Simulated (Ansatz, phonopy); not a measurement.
# Grüneisen parameters and expansion of ReS (hypothetical, F-43m), part 3 of 3

Aim: how the vibrations of ReS (hypothetical) shift with volume, and the expansion that follows. The crystal structure is hypothetical: it was made by swapping elements on a known structure type.

Ansatz 0.2.0; DFT PBEsol, scalar-relativistic, plane waves, PAW.

So far. Step 10 (Phonons, V/V0 0.985): The lowest solved frequency is -125 cm⁻¹, so the cell is unstable here and gives no valid free energy. The highest zone-centre mode (no LO–TO term) moved by +2.4 % for a volume change of -1.5 %. Step 11 (A cell at another volume, V/V0 1.03): The run ends at a pressure of -5.39 GPa.

## 12. Lattice dynamics at this volume, V/V0 1.03

Phonons at this volume give one point of F(V, T); meshes stay fixed along the series.

Contents of input.yaml:

```yaml
crystal:
  lattice:
    - [0.0, 2.6175473069, 2.6175473069]
    - [2.6175473069, 0.0, 2.6175473069]
    - [2.6175473069, 2.6175473069, 0.0]
  atoms:
    - { symbol: Re, position: [0.0, 0.0, 0.0] }
    - { symbol: S, position: [0.25, 0.25, 0.25] }
kpoints:
  mp_grid: { grid: [16, 16, 16] }
hamiltonian:
  xc: pbesol
scf:
  occupations: { method: methfessel_paxton, width: 0.15 }
output:
  eigenvalues: true
phonons:
  method: dfpt
  qmesh: [4, 4, 4]
  temperatures: { t_max: 1000, t_step: 50 }
  qpath:
    path:
      - [[0.0, 0.0, 0.0], [-0.5, -0.5, 0.0], [-0.375, -0.375, 0.25]]
      - [[-0.375, 0.0, 0.375], [0.0, 0.0, 0.0], [0.0, 0.0, 0.5], [-0.5, -0.25, 0.25], [-0.5, -0.5, 0.0]]
    npoints: 10
```

Launch:

```console
$ ansatz run input.yaml --threads 4 --pin off --max-ram 8192MiB --backend cpu --events-out ev --progress --plain --runs-dir out
```

Numbers of over 12 decimals in the logs are rounded to 6 here.

Output:

```text
[...]
Crystal: 2 atoms, lattice volume = 35.869 Å³
Basis set: ecut = 420 eV, 725 PW (Γ), exchange–correlation on 50×50×50 points (8 copies of the dense FFT grid, shifted against one another)
Bands: 15, of which v1, the nominal top of the filled ones, is band 11 counted from 1 (10 counted from 0)
Symmetry: 24 space group operations
k-points: 145 of 4096 (time reversal used)
[...]
k-point 144: bands = [... 7 lower, 8.8489, 10.9335, 12.1090, 13.4665, 14.7040, 16.1966, 21.2100, 21.4055]
[...]
ASR residual: 5.232e-6 → 0.000e0 eV/Å²; symmetrization residual: 1.388e-7 eV/Å²
  ASR residual per site (eV/Å²): 5.23e-6 4.25e-6
  Γ frequencies (cm⁻¹): 0.00 0.00 0.00 403.15 403.15 403.15
--- Phonons (arbitrary-q DFPT): 8 irreducible q on the 4×4×4 mesh ---
[...]
interpolated dispersion: 62 rows × 6 modes
[...]
[key lines of the parts left out:]
SCF converged after 10 iterations
Free energy (F): -11621.542260 eV
Fermi energy:    13.508898 eV
```

It took 7.7 min on 4 threads of Arm Neoverse V1, shared host; peak memory 4.6 GiB.

The lowest solved frequency is -107 cm⁻¹, so the cell is unstable here and gives no valid free energy. The highest zone-centre mode (no LO–TO term) moved by -4.6 % for a volume change of +3.0 %.

## 13. Single point at a scaled cell, V/V0 0.97

Symmetry fixes every atom, so a single point at the scaled cell gives the energy and pressure of this member.

The cell differs from the one that the last finished run ended in (a 3.702 → 3.628 Å, b 3.702 → 3.628 Å, c 3.702 → 3.628 Å).

input.yaml, the sections that differ from step 12:

```yaml
crystal:
  lattice:
    - [0.0, 2.565700995, 2.565700995]
    - [2.565700995, 0.0, 2.565700995]
    - [2.565700995, 2.565700995, 0.0]
  atoms:
    - { symbol: Re, position: [0.0, 0.0, 0.0] }
    - { symbol: S, position: [0.25, 0.25, 0.25] }
output:
  forces: true
  stress: true
  eigenvalues: true
# kpoints, hamiltonian, scf: as in step 12
# phonons: removed
```

Output:

```text
[...]
Crystal: 2 atoms, lattice volume = 33.779 Å³
Basis set: ecut = 420 eV, 645 PW (Γ), exchange–correlation on 50×50×50 points (8 copies of the dense FFT grid, shifted against one another)
Bands: 15, of which v1, the nominal top of the filled ones, is band 11 counted from 1 (10 counted from 0)
Symmetry: 24 space group operations
[...]
k-points: 145 of 4096 (time reversal used)
[...]
--- Band table (eV; the first three rows and the last of 145) ---
  k-point 0: bands = [... 7 lower, 8.1053, 13.3539, 13.3539, 15.9845, 19.6740, 19.6740, 19.6740, 23.1572]
  k-point 1: bands = [... 7 lower, 8.1310, 13.3277, 13.3277, 16.1539, 19.4941, 19.7017, 19.7017, 22.8438]
  k-point 2: bands = [... 7 lower, 8.2029, 13.2689, 13.2689, 16.6030, 18.9921, 19.7152, 19.7152, 22.1433]
  k-point 144: bands = [... 7 lower, 9.8413, 11.7642, 13.0931, 14.5737, 15.9121, 17.5674, 22.5776, 23.0195]
[key lines of the parts left out:]
SCF converged after 6 iterations
Free energy (F): -11621.540052 eV
Fermi energy:    14.609600 eV
P = ⅓ Tr σ = 6.3856 GPa (63.856 kbar)
```

It took 1.5 s on 4 threads; peak memory 0.38 GiB.

The run ends at a pressure of 6.39 GPa.

## 14. Phonons, V/V0 0.97

The same q-mesh and k-mesh are kept at every volume, so that much of their error can cancel in the differences.

input.yaml, the sections that differ from step 13:

```yaml
output:
  eigenvalues: true
phonons:
  method: dfpt
  qmesh: [4, 4, 4]
  temperatures: { t_max: 1000, t_step: 50 }
  qpath:
    path:
      - [[0.0, 0.0, 0.0], [-0.5, -0.5, 0.0], [-0.375, -0.375, 0.25]]
      - [[-0.375, 0.0, 0.375], [0.0, 0.0, 0.0], [0.0, 0.0, 0.5], [-0.5, -0.25, 0.25], [-0.5, -0.5, 0.0]]
    npoints: 10
# crystal, kpoints, hamiltonian, scf: as in step 13
```

Output:

```text
[...]
Crystal: 2 atoms, lattice volume = 33.779 Å³
Basis set: ecut = 420 eV, 645 PW (Γ), exchange–correlation on 50×50×50 points (8 copies of the dense FFT grid, shifted against one another)
Bands: 15, of which v1, the nominal top of the filled ones, is band 11 counted from 1 (10 counted from 0)
Symmetry: 24 space group operations
k-points: 145 of 4096 (time reversal used)
[...]
k-point 144: bands = [... 7 lower, 9.8413, 11.7642, 13.0932, 14.5738, 15.9122, 17.5675, 22.5776, 23.0195]
[...]
ASR residual: 7.832e-5 → 0.000e0 eV/Å²; symmetrization residual: 2.380e-7 eV/Å²
  ASR residual per site (eV/Å²): 7.83e-5 1.06e-5
  Γ frequencies (cm⁻¹): 0.00 0.00 0.00 443.42 443.42 443.42
--- Phonons (arbitrary-q DFPT): 8 irreducible q on the 4×4×4 mesh ---
[...]
interpolated dispersion: 62 rows × 6 modes
[...]
[key lines of the parts left out:]
SCF converged after 9 iterations
Free energy (F): -11621.540052 eV
Fermi energy:    14.609671 eV
```

Elapsed: 7.1 min, on 4 threads; peak memory 4.5 GiB.

No LO-TO term. The phonon branches at the labelled points (cm⁻¹):

```tsv
point	branch 1	branch 2	branch 3	branch 4	branch 5	branch 6
Γ	0	0	0	443	443	443
halfway	-48	-48	116	407	407	438
X	-25	-25	150	421	421	426
halfway	-77	-46	156	416	419	426
U	-116	-67	160	408	416	429
jump to K	-116	-67	160	408	416	429
halfway	-76	-45	120	404	423	433
Γ	0	0	0	443	443	443
halfway	-48	-48	95	402	434	434
L	-41	-41	127	441	441	444
halfway	-104	-65	151	416	422	434
W	-131	-94	167	397	420	430
halfway	-93	-74	161	408	422	425
X	-25	-25	150	421	421	426
```

The phonon branches as a text plot (rows in cm⁻¹):

```
    432 |********************************************************
    408 |    ******** **************      *****       **********
    384 |
    360 |
    336 |
    312 |
    288 |
    264 |
    240 |
    216 |
    192 |
    168 |               ****                            *******
    144 |        *******    ****                   *****       **
    120 |      **               *             *****
     96 |    **                  *          **
     72 |   *                     **      **
     48 |  *                        *    *
     24 | *                          *  *
      0 |*                            **
    -24 | **     ******             **  **                      *
    -47 |   *****     ***    ********     ************         *
    -71 |              * ****   **                 ** ***    **
    -95 |               *    ***                     **  *****
   -119 |                ****                          ******
         Γ           X  U|K            Γ         L        W     X
```

The lowest solved frequency is -131 cm⁻¹, so the cell is unstable here and gives no valid free energy. The highest zone-centre mode (no LO–TO term) moved by +4.9 % for a volume change of -3.0 %.

## 15. A cell at another volume, V/V0 1.05

Symmetry fixes every atom, so a single point at the scaled cell gives the energy and pressure of this member.

The cell differs from the one that the last finished run ended in (a 3.628 → 3.726 Å, b 3.628 → 3.726 Å, c 3.628 → 3.726 Å).

input.yaml, the sections that differ from step 14:

```yaml
crystal:
  lattice:
    - [0.0, 2.6343808712, 2.6343808712]
    - [2.6343808712, 0.0, 2.6343808712]
    - [2.6343808712, 2.6343808712, 0.0]
  atoms:
    - { symbol: Re, position: [0.0, 0.0, 0.0] }
    - { symbol: S, position: [0.25, 0.25, 0.25] }
output:
  forces: true
  stress: true
  eigenvalues: true
# kpoints, hamiltonian, scf: as in step 14
# phonons: removed
```

Output:

```text
[...]
Crystal: 2 atoms, lattice volume = 36.565 Å³
Basis set: ecut = 420 eV, 725 PW (Γ), exchange–correlation on 50×50×50 points (8 copies of the dense FFT grid, shifted against one another)
Bands: 15, of which v1, the nominal top of the filled ones, is band 11 counted from 1 (10 counted from 0)
Symmetry: 24 space group operations
[...]
k-points: 145 of 4096 (time reversal used)
[...]
--- Band table (eV; the first three rows and the last of 145) ---
  k-point 0: bands = [... 7 lower, 7.0705, 12.0878, 12.0878, 14.2759, 17.8585, 17.8585, 17.8585, 21.1614]
  k-point 1: bands = [... 7 lower, 7.0930, 12.0655, 12.0655, 14.4365, 17.6808, 17.8625, 17.8625, 20.9011]
  k-point 2: bands = [... 7 lower, 7.1560, 12.0153, 12.0153, 14.8667, 17.1778, 17.8215, 17.8215, 20.3286]
  k-point 144: bands = [... 7 lower, 8.5449, 10.6762, 11.8050, 13.1243, 14.3293, 15.7743, 20.7838, 20.9031]
[key lines of the parts left out:]
SCF converged after 6 iterations
Free energy (F): -11621.511919 eV
Fermi energy:    13.168883 eV
P = ⅓ Tr σ = -8.5125 GPa (-85.125 kbar)
```

Wall time 1.9 s (4 threads); peak memory 0.37 GiB; 6.8 s of CPU time.

The run ends at a pressure of -8.51 GPa.

## 16. Phonons, V/V0 1.05

Phonons at this volume give one point of F(V, T); meshes stay fixed along the series.

input.yaml, the sections that differ from step 15:

```yaml
output:
  eigenvalues: true
phonons:
  method: dfpt
  qmesh: [4, 4, 4]
  temperatures: { t_max: 1000, t_step: 50 }
  qpath:
    path:
      - [[0.0, 0.0, 0.0], [-0.5, -0.5, 0.0], [-0.375, -0.375, 0.25]]
      - [[-0.375, 0.0, 0.375], [0.0, 0.0, 0.0], [0.0, 0.0, 0.5], [-0.5, -0.25, 0.25], [-0.5, -0.5, 0.0]]
    npoints: 10
# crystal, kpoints, hamiltonian, scf: as in step 15
```

Output:

```text
[...]
Crystal: 2 atoms, lattice volume = 36.565 Å³
Basis set: ecut = 420 eV, 725 PW (Γ), exchange–correlation on 50×50×50 points (8 copies of the dense FFT grid, shifted against one another)
Bands: 15, of which v1, the nominal top of the filled ones, is band 11 counted from 1 (10 counted from 0)
Symmetry: 24 space group operations
k-points: 145 of 4096 (time reversal used)
[...]
k-point 144: bands = [... 7 lower, 8.5450, 10.6761, 11.8050, 13.1243, 14.3292, 15.7743, 20.7838, 20.9032]
[...]
ASR residual: 9.791e-5 → 0.000e0 eV/Å²; symmetrization residual: 2.528e-7 eV/Å²
  ASR residual per site (eV/Å²): 9.79e-5 3.93e-5
  Γ frequencies (cm⁻¹): 0.00 0.00 0.00 390.54 390.54 390.54
--- Phonons (arbitrary-q DFPT): 8 irreducible q on the 4×4×4 mesh ---
[...]
interpolated dispersion: 62 rows × 6 modes
[...]
[key lines of the parts left out:]
SCF converged after 9 iterations
Free energy (F): -11621.511919 eV
Fermi energy:    13.168857 eV
```

Elapsed: 7.9 min, on 4 threads; peak memory 4.7 GiB.

The lowest solved frequency is -98.3 cm⁻¹, so the cell is unstable here and gives no valid free energy. The highest zone-centre mode (no LO–TO term) moved by -7.6 % for a volume change of +5.0 %.

## 17. How the modes move with volume

This step: DFT PBEsol, scalar-relativistic, plane waves, PAW (phonopy 4.10.0).

Volume series, by row:

```tsv
V/V0	V (Å³/atom)	pressure (GPa)	E - E0 (meV/atom)	gap (eV)	zero-point energy (meV/atom)	lowest on the path (cm⁻¹)	highest at Gamma without the LO-TO term (cm⁻¹)
0.97	16.89	6.386	10.12	0	-	-131.4	443.4
0.985	17.15	3.062	2.457	0	-	-125.1	433
1	17.41	0.006	0	0	-	-118.9	422.8
1.015	17.67	-2.806	2.316	0	-	-112.7	412.9
1.03	17.93	-5.39	9.035	0	-	-106.5	403.1
1.05	18.28	-8.512	24.21	0	-	-98.35	390.5
```

Optical frequency at Gamma without the LO-TO term, mode 4 against V/V0:

```tsv
V/V0	optical frequency at Gamma without the LO-TO term, mode 4 (cm⁻¹)
0.9700	443
0.9850	433
1.0000	423
1.0150	413
1.0300	403
1.0500	391
```

## 18. What came out

```
lowest frequency over the volumes : -131 cm⁻¹
```

Imaginary modes appear at V/V0 = 0.97, 0.985, 1, 1.015, 1.03 and 1.05, so too few stable volumes remain for a free-energy fit. Mode Grüneisen parameters diverge near a vanishing branch and are not given. The softest solved mode at V/V0 = 0.97 is 131i cm⁻¹ at q = (0.25, -0.5, -0.25), and 7 of 8 solved wavevectors carry a mode beyond 8i cm⁻¹. In a metal soft modes also hang on the k-mesh and the smearing, which were not converged here. The PAW files were made for PBE and are used here under another functional, for which the program regenerates the frozen cores. The cell has an odd number of electrons and the run has no spin polarisation, so it is forced to be a metal; the real compound may order or distort.

[Logs are printed without paths, hosts, clocks, repeated set-up lines and the standing remarks that a program may print on its own settings, such as how far it seeks lower states.]

[Hosts, paths, dates, database ids (printed as entryN), source tags and the programs' standing remarks are cut or masked in the printed files.]

[A step with changed settings may run another functional than the one named; its input shows which.]

[Of the runs on displaced cells, only some may be shown.]
